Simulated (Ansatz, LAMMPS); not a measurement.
# Static equation of state of glassy 63SiO2-14B2O3-11Na2O-11CaO (mol %) (111 atoms)

Density of this cell: 2.59 g/cm³. The cell holds 111 atoms: 22 Si, 10 B, 8 Na, 4 Ca and 67 O. Its edges and angles: a = 11.384 Å, b = 10.788 Å, c = 11.249 Å, α = 88.8°, β = 85.5°, γ = 84.8°. The starting structure: 111 atoms (22 Si, 10 B, 8 Na, 4 Ca, 67 O) placed at random at 2.33 g/cm³, melted at 3000 K for 20 ps at fixed volume with the Buckingham and Coulomb pair potential of Guillot and Sator (Geochim. Cosmochim. Acta 71, 1249 (2007)) with the boron terms of Wang et al. (J. Non-Cryst. Solids 498, 294 (2018)). Quenched from 3000 K to 300 K at 10 K/ps and fixed volume, held 10 ps at zero pressure.

Calculated with Ansatz 0.2.0: Kohn-Sham DFT, PBEsol, PAW (set soft_2), plane waves; cutoff 420 eV, Γ point, gaussian smearing of 0.025 eV. Cell and atoms were relaxed first, to V0 = 12.356 Å³ an atom at a residual P0 = 0.000 GPa. The cell was then scaled evenly, and the atoms were relaxed at each volume.

| volume (Å³/atom) | pressure (GPa) |
| --- | --- |
| 11.120 | 4.277 |
| 11.615 | ? |
| 11.985 | 1.615 |
| 12.727 | -1.467 |
| 13.097 | -2.183 |

**Question.** Fit the third-order Birch–Murnaghan equation to the rows given and interpolate to the withheld row.

Worked fit:

Take the Eulerian strain f = ½[(V0/V)^(2/3) − 1] and the normalised pressure F = (P − P0) / [3f(1 + 2f)^(5/2)]. The third-order Birch–Murnaghan equation is then the line F = B0 + (3/2)B0(B′ − 4) f, so u = f and v = F.

| u = f | v = F (GPa) |
| --- | --- |
| 0.0363829 | 32.8741 |
| 0.0102569 | 49.9160 |
| -0.00975675 | 52.6514 |
| -0.0190507 | 42.0868 |

With n = 4: mean u = 0.00445809, mean v = 44.3821, Σ(u − ū)² = 0.0018075, Σ(u − ū)(v − v̄) = -0.39889. Slope b = -0.39889 / 0.0018075 = -220.68; intercept a = v̄ − b ū = 45.366.

So B0 = a = 45.4 GPa and B′ = 4 + 2b/(3a) = 0.757. At the withheld volume f = 0.02106, F = a + b f = 40.72 GPa, and P = P0 + 3f(1 + 2f)^(5/2) F.

Prediction at 11.615: 2.851 GPa. The run gave 3.333 GPa, so the fit is low by 0.48 GPa (14 % of the value).

The series isn't one smooth equation of state: even a line fitted to all rows, the withheld one included, misses F by up to 21.7 %, the count of bonds changes along the series, an atom moves over 0.5 Å in some relaxation and a scaled cell ends below the relaxed one in energy. B0 and B′ are then only the numbers of this fit, not moduli of the material. Among the rows given, the largest miss of the fit is at 11.120, by 0.58 GPa (9.0 % of the range of the table).

Limits: Static cells at zero temperature; the cell shape is held. The program notes that the SCF threshold of these relaxations is loose for the stress. The quench rate of 10 K/ps is many orders above laboratory rates, so the cell is likely richer in defects and strain than a real sample. The network of bonds at the start is that of the classical potential that made the cell, and needn't be the one that DFT or experiment would give. Only the Γ point is sampled, in a cell whose shortest periodic width is 11 Å.

[Hosts, paths, dates, database ids (printed as entryN), source tags and the programs' standing remarks are cut or masked in the printed files.]
